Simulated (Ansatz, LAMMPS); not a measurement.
**Relaxing a frame of liquid (Cs,Li,Na)Cl from 1300 K (98 atoms)**

Wanted: the relaxed structure of a frame of liquid (Cs,Li,Na)Cl from 1300 K (98 atoms) and its electronic structure.

Calculated with Ansatz 0.2.0; Kohn-Sham DFT, PBE, PAW (set soft_2), plane waves.

This is a report of a sequence of runs, with most program output left out.

## Step 1: Set-up

The cell holds 98 atoms: 15 Cs, 21 Li, 13 Na and 49 Cl. Cell: a = 15.265 Å, b = 15.265 Å, c = 15.265 Å, α = 90.0°, β = 90.0°, γ = 90.0°. 98 atoms (15 Cs, 21 Li, 13 Na, 49 Cl) placed at random at 1.95 g/cm³, melted at 1800 K for 10 ps at fixed volume with the Lennard-Jones and Coulomb ion parameters for SPC/E (Joung and Cheatham, J. Phys. Chem. B 112, 9020 (2008)), full charges. Snapshot at the end of a hold of 20 ps at 1300 K and fixed volume.

What the set-up can't give: The network of bonds at the start is that of the classical potential that made the cell. The ion parameters were fitted for water, not for melts, so the starting structure of this cell may lie well off the real melt's. Sampling is at Γ alone, for a cell whose shortest periodic width is 15 Å. Spin–orbit coupling is left out, which matters for the levels of the heavy elements.

## Step 2: The classical run that made the cell

A classical potential supplies the starting structure, since it reaches far longer times than DFT.

This step: classical MD, Lennard-Jones and Coulomb ion parameters for SPC/E (Joung and Cheatham, J. Phys. Chem. B 112, 9020 (2008)), full charges (LAMMPS 22 Jul 2025 - Update 4).

The input, in.lmp:

```
# melt-quench of Cs15Li21Na13Cl49
units metal
atom_style charge
boundary p p p
region box block 0 15.2653 0 15.2653 0 15.2653
create_box 4 box
mass 1 132.9055   # Cs
mass 2 6.9400   # Li
mass 3 22.9898   # Na
mass 4 35.4500   # Cl
create_atoms 1 random 15 343008 NULL overlap 2.2 maxtry 2000
create_atoms 2 random 21 343015 NULL overlap 2.2 maxtry 2000
create_atoms 3 random 13 343022 NULL overlap 2.2 maxtry 2000
create_atoms 4 random 49 343029 NULL overlap 2.2 maxtry 2000
pair_style lj/cut/coul/long 9.0
pair_modify mix arithmetic tail yes
pair_coeff 1 1 0.003897 3.6010   # Cs
pair_coeff 2 2 0.014602 1.4094   # Li
pair_coeff 3 3 0.015292 2.1595   # Na
pair_coeff 4 4 0.000554 4.8305   # Cl
set type 1 charge 1
set type 2 charge 1
set type 3 charge 1
set type 4 charge -1
kspace_style pppm 1.0e-4
neigh_modify delay 0 every 1 check yes
thermo_style custom step time temp pe press density
thermo_modify norm yes
timestep 0.002
thermo 100
min_style cg
minimize 1e-4 1e-4 200 2000
reset_timestep 0
velocity all create 1800 343009 mom yes dist gaussian
# [... 14 lines left out ...]
compute msd all msd com yes
thermo 2500
fix md all nvt temp 1300 1300 0.2
run 10000 post no
print "== T1300: mean square displacement over the hold $(c_msd[4]:%.2f) A^2"
unfix md
uncompute msd
write_dump all custom T1300.dump id type xs ys zs modify sort id
```

Launch:

```sh
lmp -in in.lmp -log none -nocite
```

It took 4.1 s on 1 thread of Arm Neoverse V2, shared host; peak memory 0.069 GiB.

## Step 3: Single point at the start

The forces at the start show how far the geometry lies from a minimum of this functional.

The input, input.yaml:

```yaml
crystal:
  lattice:
    - [15.2653, 0.0, 0.0]
    - [0.0, 15.2653, 0.0]
    - [0.0, 0.0, 15.2653]
  atoms:
    - { symbol: Cs, position: [0.70122, 0.40354, 0.92467] }
    - { symbol: Cs, position: [0.33844, 0.49406, 0.37712] }
    - { symbol: Cs, position: [0.56836, 0.63196, 0.53415] }
    - { symbol: Cs, position: [0.44002, 0.17007, 0.07065] }
    - { symbol: Cs, position: [0.13114, 0.97044, 0.44402] }
    - { symbol: Cs, position: [0.54202, 0.5822, 0.83017] }
    - { symbol: Cs, position: [0.27207, 0.22987, 0.31169] }
    - { symbol: Cs, position: [0.14419, 0.53316, 0.8428] }
    - { symbol: Cs, position: [0.67086, 0.0146, 0.27853] }
    - { symbol: Cs, position: [0.62449, 0.31457, 0.34544] }
    - { symbol: Cs, position: [0.48214, 0.8493, 0.06842] }
    - { symbol: Cs, position: [0.0997, 0.80722, 0.67832] }
    - { symbol: Cs, position: [0.79396, 0.12802, 0.1069] }
    - { symbol: Cs, position: [0.07859, 0.20998, 0.68798] }
    - { symbol: Cs, position: [0.33657, 0.45974, 0.02645] }
    - { symbol: Li, position: [0.90039, 0.95884, 0.86564] }
    - { symbol: Li, position: [0.04261, 0.08923, 0.23518] }
    - { symbol: Li, position: [0.32624, 0.18571, 0.58559] }
    - { symbol: Li, position: [0.83083, 0.64935, 0.78102] }
    - { symbol: Li, position: [0.30623, 0.08594, 0.78569] }
    - { symbol: Li, position: [0.09006, 0.64552, 0.39194] }
    - { symbol: Li, position: [0.81212, 0.56269, 0.07119] }
    - { symbol: Li, position: [0.13898, 0.07543, 0.00128] }
    - { symbol: Li, position: [0.54086, 0.11488, 0.51193] }
    - { symbol: Li, position: [0.38392, 0.99054, 0.27012] }
    - { symbol: Li, position: [0.89597, 0.88736, 0.16181] }
    - { symbol: Li, position: [0.36521, 0.77983, 0.75536] }
    - { symbol: Li, position: [0.66814, 0.93205, 0.81868] }
    - { symbol: Li, position: [0.81392, 0.03336, 0.60818] }
    - { symbol: Li, position: [0.17475, 0.90471, 0.16687] }
    - { symbol: Li, position: [0.8233, 0.55534, 0.26938] }
    - { symbol: Li, position: [0.92091, 0.94033, 0.41398] }
    - { symbol: Li, position: [0.47844, 0.34878, 0.74684] }
    - { symbol: Li, position: [0.93921, 0.31754, 0.254] }
    - { symbol: Li, position: [0.91194, 0.5502, 0.58852] }
    - { symbol: Li, position: [0.0643, 0.47234, 0.0875] }
    - { symbol: Na, position: [0.58492, 0.15445, 0.74446] }
    - { symbol: Na, position: [0.28922, 0.6865, 0.15475] }
    - { symbol: Na, position: [0.2851, 0.60646, 0.63036] }
    - { symbol: Na, position: [0.44148, 0.90237, 0.61898] }
    - { symbol: Na, position: [0.11388, 0.85348, 0.93315] }
    - { symbol: Na, position: [0.09748, 0.39438, 0.42858] }
    - { symbol: Na, position: [0.77286, 0.39359, 0.58896] }
    - { symbol: Na, position: [0.82595, 0.71424, 0.52953] }
    - { symbol: Na, position: [0.86675, 0.2092, 0.47015] }
    - { symbol: Na, position: [0.35082, 0.76241, 0.39113] }
    - { symbol: Na, position: [0.58996, 0.61771, 0.21259] }
    - { symbol: Na, position: [0.99529, 0.23605, 0.92737] }
    - { symbol: Na, position: [0.76132, 0.76747, 0.01814] }
    - { symbol: Cl, position: [0.14428, 0.41547, 0.22085] }
    - { symbol: Cl, position: [0.64948, 0.4991, 0.09325] }
    - { symbol: Cl, position: [0.37249, 0.82088, 0.22909] }
    - { symbol: Cl, position: [0.94107, 0.56952, 0.42688] }
    - { symbol: Cl, position: [0.90688, 0.4559, 0.17554] }
    - { symbol: Cl, position: [0.8535, 0.55407, 0.92415] }
    - { symbol: Cl, position: [0.50683, 0.74202, 0.70256] }
    - { symbol: Cl, position: [0.42349, 0.21311, 0.44768] }
    - { symbol: Cl, position: [0.85612, 0.03363, 0.29737] }
    - { symbol: Cl, position: [0.706, 0.51544, 0.37334] }
    - { symbol: Cl, position: [0.61923, 0.33191, 0.66746] }
    - { symbol: Cl, position: [0.23111, 0.65152, 0.33327] }
    - { symbol: Cl, position: [0.48736, 0.98028, 0.46937] }
    - { symbol: Cl, position: [0.00186, 0.11596, 0.07407] }
    - { symbol: Cl, position: [0.31117, 0.77246, 0.6022] }
    - { symbol: Cl, position: [0.79792, 0.01272, 0.76927] }
    - { symbol: Cl, position: [0.03398, 0.91453, 0.22805] }
    - { symbol: Cl, position: [0.52177, 0.99293, 0.79672] }
    - { symbol: Cl, position: [0.24062, 0.70726, 0.81434] }
    - { symbol: Cl, position: [0.22817, 0.16796, 0.90789] }
    - { symbol: Cl, position: [0.47973, 0.63756, 0.35741] }
    - { symbol: Cl, position: [0.26791, 0.04266, 0.62324] }
    - { symbol: Cl, position: [0.39195, 0.49537, 0.7518] }
    - { symbol: Cl, position: [0.3865, 0.20806, 0.72303] }
    - { symbol: Cl, position: [0.40525, 0.3656, 0.21682] }
    - { symbol: Cl, position: [0.50397, 0.02394, 0.17745] }
    - { symbol: Cl, position: [0.17608, 0.60046, 0.02659] }
    - { symbol: Cl, position: [0.76985, 0.67931, 0.17436] }
    - { symbol: Cl, position: [0.03222, 0.78646, 0.47494] }
    [... 14 atom lines left out ...]
    - { symbol: Cl, position: [0.91451, 0.86094, 0.996] }
    - { symbol: Cl, position: [0.21168, 0.29954, 0.53728] }
    - { symbol: Cl, position: [0.74024, 0.76188, 0.84097] }
    - { symbol: Cl, position: [0.0601, 0.22698, 0.28232] }
    - { symbol: Cl, position: [0.78264, 0.90035, 0.48309] }
    - { symbol: Cl, position: [0.96542, 0.06408, 0.54381] }
kpoints:
  mp_grid: { grid: [1, 1, 1] }
hamiltonian:
  xc: pbe
scf:
  occupations: { method: gaussian, width: 0.05 }
output:
  forces: true
  stress: true
  populations: true
  dos:
    method: { smearing: { sigma: 0.1 } }
    de: 0.1
    projected: { site_lists: { Cl: [Cl], Cs: [Cs], Li: [Li], Na: [Na] } }
  eigenvalues: true
```

Launch:

```sh
ansatz run input.yaml --threads 4 --pin off --max-ram 8192MiB --backend cpu --events-out ev --progress --plain --runs-dir out
```

The job ended after 67 s (4 threads of Arm Neoverse V2, shared host; peak memory 4.3 GiB; 4.4 min of CPU time).

The run gave:

* free energy: -161741.2556 eV
* free energy per atom: -1650.4210 eV/atom
* SCF cycles: 8
* pressure: -0.257 GPa
* r.m.s. force component: 0.3804 eV/Å
* longest force: 1.834 eV/Å
* Fermi energy: 1.995 eV
* gap (highest filled to lowest empty level): 2.777 eV
* spilling of the projection: 0.004721

The r.m.s. force component of 0.38 eV/Å and the pressure of -0.26 GPa set the starting point.

Length of the force by element:

| element | coordination | atoms | mean length of the force (eV/Å) | spread | least | most |
| --- | --- | --- | --- | --- | --- | --- |
| Cl | all | 49 | 0.572 | 0.330 | 0.112 | 1.83 |
| Cs | all | 15 | 0.832 | 0.426 | 0.0779 | 1.54 |
| Li | all | 21 | 0.490 | 0.158 | 0.295 | 0.789 |
| Na | all | 13 | 0.408 | 0.157 | 0.0839 | 0.649 |

## Step 4: Relaxation

The atoms are relaxed in the fixed cell, aiming at the force tolerance of the input.

input.yaml, the sections that differ from step 3:

```yaml
output:
  forces: true
relax:
  f_tol: 0.05
  max_steps: 121
# crystal, kpoints, hamiltonian, scf: as in step 3
```

Wall time 23 min (4 threads); peak memory 4.2 GiB; 88 min of CPU time.

Step by step (22 of 46):

| step | energy less that of the first step (eV) | largest force component (eV/Å) |
| --- | --- | --- |
| 1 | 0.0000 | 1.8141 |
| 3 | -6.0220 | 0.5863 |
| 5 | -8.6781 | 0.2564 |
| 7 | -9.9734 | 0.1666 |
| 10 | -10.8072 | 0.1287 |
| 12 | -11.2778 | 0.0943 |
| 14 | -11.7092 | 0.0857 |
| 16 | -12.0200 | 0.1894 |
| 18 | -12.2773 | 0.0797 |
| 20 | -12.5003 | 0.0688 |
| 22 | -12.6565 | 0.1021 |
| 25 | -13.0554 | 0.1490 |
| 27 | -13.2796 | 0.0831 |
| 29 | -13.4364 | 0.1183 |
| 31 | -13.5824 | 0.0812 |
| 33 | -13.6605 | 0.0988 |
| 35 | -13.7437 | 0.0843 |
| 37 | -13.8690 | 0.0657 |
| 40 | -13.9995 | 0.0377 |
| 42 | -14.0311 | 0.0388 |
| 44 | -14.0559 | 0.0232 |
| 46 | -14.0705 | 0.0273 |

The atoms that moved most (Å):

| atom | dx | dy | dz | length |
| --- | --- | --- | --- | --- |
| Li27 | -0.995 | -1.650 | -2.239 | 2.954 |
| Na39 | 0.777 | -2.198 | 1.355 | 2.696 |
| Na45 | 0.292 | -1.272 | -2.153 | 2.517 |
| Cs8 | -1.766 | -0.064 | 1.593 | 2.379 |
| Cl50 | -1.509 | -0.017 | 1.705 | 2.276 |
| Cl71 | -0.987 | 1.899 | -0.329 | 2.165 |
| Cl94 | 1.579 | 1.388 | 0.421 | 2.144 |
| Cl87 | -0.281 | -0.201 | 1.995 | 2.025 |

The relaxation changed the energy by -144 meV/atom, and atoms moved by 1.3 Å r.m.s., 3.0 Å at most.

## Step 5: Distances and neighbours after relaxation

Bonds before and after, by the cutoffs listed below:

| pair | bonds before | bonds after | mean before (Å) | mean after (Å) | spread before (Å) | spread after (Å) |
| --- | --- | --- | --- | --- | --- | --- |
| Cl-Li | 68 | 78 | 2.491 | 2.403 | 0.142 | 0.081 |
| Cl-Cs | 64 | 84 | 3.383 | 3.596 | 0.328 | 0.166 |
| Cl-Na | 41 | 53 | 2.825 | 2.765 | 0.160 | 0.093 |

Density 1.95 g/cm³, 36.30 Å³ an atom.

g(r), total and by pair (bins of 0.2 Å):

| r (Å) | total | Cl-Cl | Cl-Li | Cl-Cs | Cl-Na | Li-Li | Li-Cs |
| --- | --- | --- | --- | --- | --- | --- | --- |
| 2.20 | 0.29 | 0.00 | 1.34 | 0.00 | 0.00 | 0.00 | 0.00 |
| 2.40 | 3.21 | 0.00 | 15.00 | 0.00 | 0.00 | 0.00 | 0.00 |
| 2.60 | 1.12 | 0.00 | 2.31 | 0.00 | 4.71 | 0.00 | 0.00 |
| 2.80 | 1.30 | 0.00 | 0.00 | 0.00 | 9.46 | 0.81 | 0.00 |
| 3.00 | 0.37 | 0.00 | 0.16 | 0.00 | 1.27 | 1.41 | 0.00 |
| 3.20 | 0.20 | 0.00 | 0.00 | 0.00 | 0.21 | 1.91 | 0.00 |
| 3.40 | 0.93 | 0.10 | 0.00 | 4.26 | 0.19 | 0.56 | 0.00 |
| 3.60 | 1.51 | 1.27 | 0.11 | 5.57 | 0.00 | 1.49 | 0.68 |
| 3.80 | 1.21 | 2.85 | 0.00 | 2.15 | 0.00 | 1.31 | 0.61 |
| 4.00 | 1.16 | 2.34 | 0.26 | 0.61 | 0.27 | 1.98 | 1.65 |
| 4.20 | 1.16 | 2.22 | 0.46 | 0.44 | 0.50 | 1.44 | 2.81 |
| 4.40 | 0.87 | 1.16 | 0.71 | 0.60 | 0.34 | 1.32 | 1.63 |
| 4.60 | 0.93 | 1.01 | 0.59 | 0.37 | 0.53 | 1.21 | 1.29 |
| 4.80 | 0.93 | 0.93 | 1.19 | 0.58 | 0.58 | 0.85 | 1.17 |
| 5.00 | 0.81 | 0.53 | 0.82 | 0.47 | 1.07 | 0.00 | 1.78 |
| 5.20 | 1.07 | 1.05 | 1.27 | 0.71 | 1.22 | 0.23 | 0.52 |
| 5.40 | 0.99 | 1.02 | 1.41 | 0.33 | 1.13 | 0.22 | 1.23 |
| 5.60 | 0.99 | 0.75 | 1.23 | 0.92 | 1.34 | 0.21 | 1.15 |
| 5.80 | 0.87 | 0.66 | 1.14 | 0.68 | 0.99 | 0.56 | 1.21 |
| 6.00 | 0.99 | 0.72 | 1.33 | 1.02 | 0.99 | 0.35 | 0.99 |
| 6.20 | 1.03 | 0.49 | 1.28 | 1.35 | 1.62 | 1.50 | 0.71 |
| 6.40 | 0.90 | 0.80 | 0.77 | 0.99 | 1.19 | 1.25 | 0.66 |
| 6.60 | 1.08 | 1.06 | 1.04 | 1.50 | 1.02 | 1.03 | 0.52 |
| 6.80 | 1.02 | 1.28 | 0.80 | 1.38 | 0.81 | 0.97 | 0.68 |
| 7.00 | 0.95 | 1.08 | 0.93 | 1.02 | 1.09 | 0.52 | 0.64 |
| 7.20 | 1.04 | 1.00 | 0.95 | 1.23 | 1.03 | 1.11 | 1.12 |
| 7.40 | 0.93 | 0.93 | 0.90 | 1.05 | 0.81 | 1.18 | 0.99 |

Bonds by pair of elements; cutoffs follow the first minimum of g(r), held within bounds set by covalent radii, and pairs that aren't listed don't count as bonded:

| pair A-B | cutoff (Å) | bonds | mean length (Å) | spread (Å) | shortest (Å) | B about A | A about B |
| --- | --- | --- | --- | --- | --- | --- | --- |
| Cl-Li | 2.83 | 78 | 2.40 | 0.081 | 2.25 | 1.59 | 3.71 |
| Cl-Cs | 4.08 | 84 | 3.60 | 0.166 | 3.33 | 1.71 | 5.6 |
| Cl-Na | 3.18 | 53 | 2.77 | 0.093 | 2.62 | 1.08 | 4.08 |

How many atoms have how many bonded neighbours:

| element | mean | 3 | 4 | 5 | 6 | 7 | 8 |
| --- | --- | --- | --- | --- | --- | --- | --- |
| Cl | 4.39 | 2 | 26 | 21 | 0 | 0 | 0 |
| Cs | 5.6 | 1 | 1 | 4 | 7 | 1 | 1 |
| Li | 3.71 | 6 | 15 | 0 | 0 | 0 | 0 |
| Na | 4.08 | 2 | 8 | 3 | 0 | 0 | 0 |

Bond angles (no mean is given where the spread exceeds 20°):

| angle | count | mean (°) | spread (°) |
| --- | --- | --- | --- |
| Cl-Cs-Cl | 203 | - | - |
| Cs-Cl-Li | 109 | - | - |
| Cl-Li-Cl | 108 | 110 | 12.5 |
| Cl-Na-Cl | 84 | - | - |
| Li-Cl-Na | 81 | - | - |

Bond length by coordination (bonds to H left out):

| element | coordination | atoms | mean bond length (Å) |
| --- | --- | --- | --- |
| Cl | 3 | 2 | 2.72 |
| Cl | 4 | 26 | 2.89 |
| Cl | 5 | 21 | 3.04 |
| Cs | 3 | 1 | 3.39 |
| Cs | 4 | 1 | 3.48 |
| Cs | 5 | 4 | 3.54 |
| Cs | 6 | 7 | 3.63 |
| Cs | 7 | 1 | 3.64 |
| Cs | 8 | 1 | 3.66 |
| Li | 3 | 6 | 2.33 |
| Li | 4 | 15 | 2.43 |
| Na | 3 | 2 | 2.68 |
| Na | 4 | 8 | 2.75 |
| Na | 5 | 3 | 2.83 |

For some of the pairs, g(r) has its first main peak near 3.8 Å (Cl-Cl), 2.4 Å (Cl-Li), 3.5 Å (Cl-Cs), 2.7 Å (Cl-Na), 3.1 Å (Li-Li) and 4.1 Å (Li-Cs). By these cutoffs 53 % of Cl atoms have 4, 47 % of Cs atoms have 6, 71 % of Li atoms have 4 and 62 % of Na atoms have 4 bonded neighbours.

(Continued in part 2 of 2.)

[Logs are printed without paths, hosts, clocks, repeated set-up lines and the standing remarks that a program may print on its own settings, such as how far it seeks lower states.]

[Hosts, paths, dates, database ids (printed as entryN), source tags and the programs' standing remarks are cut or masked in the printed files.]
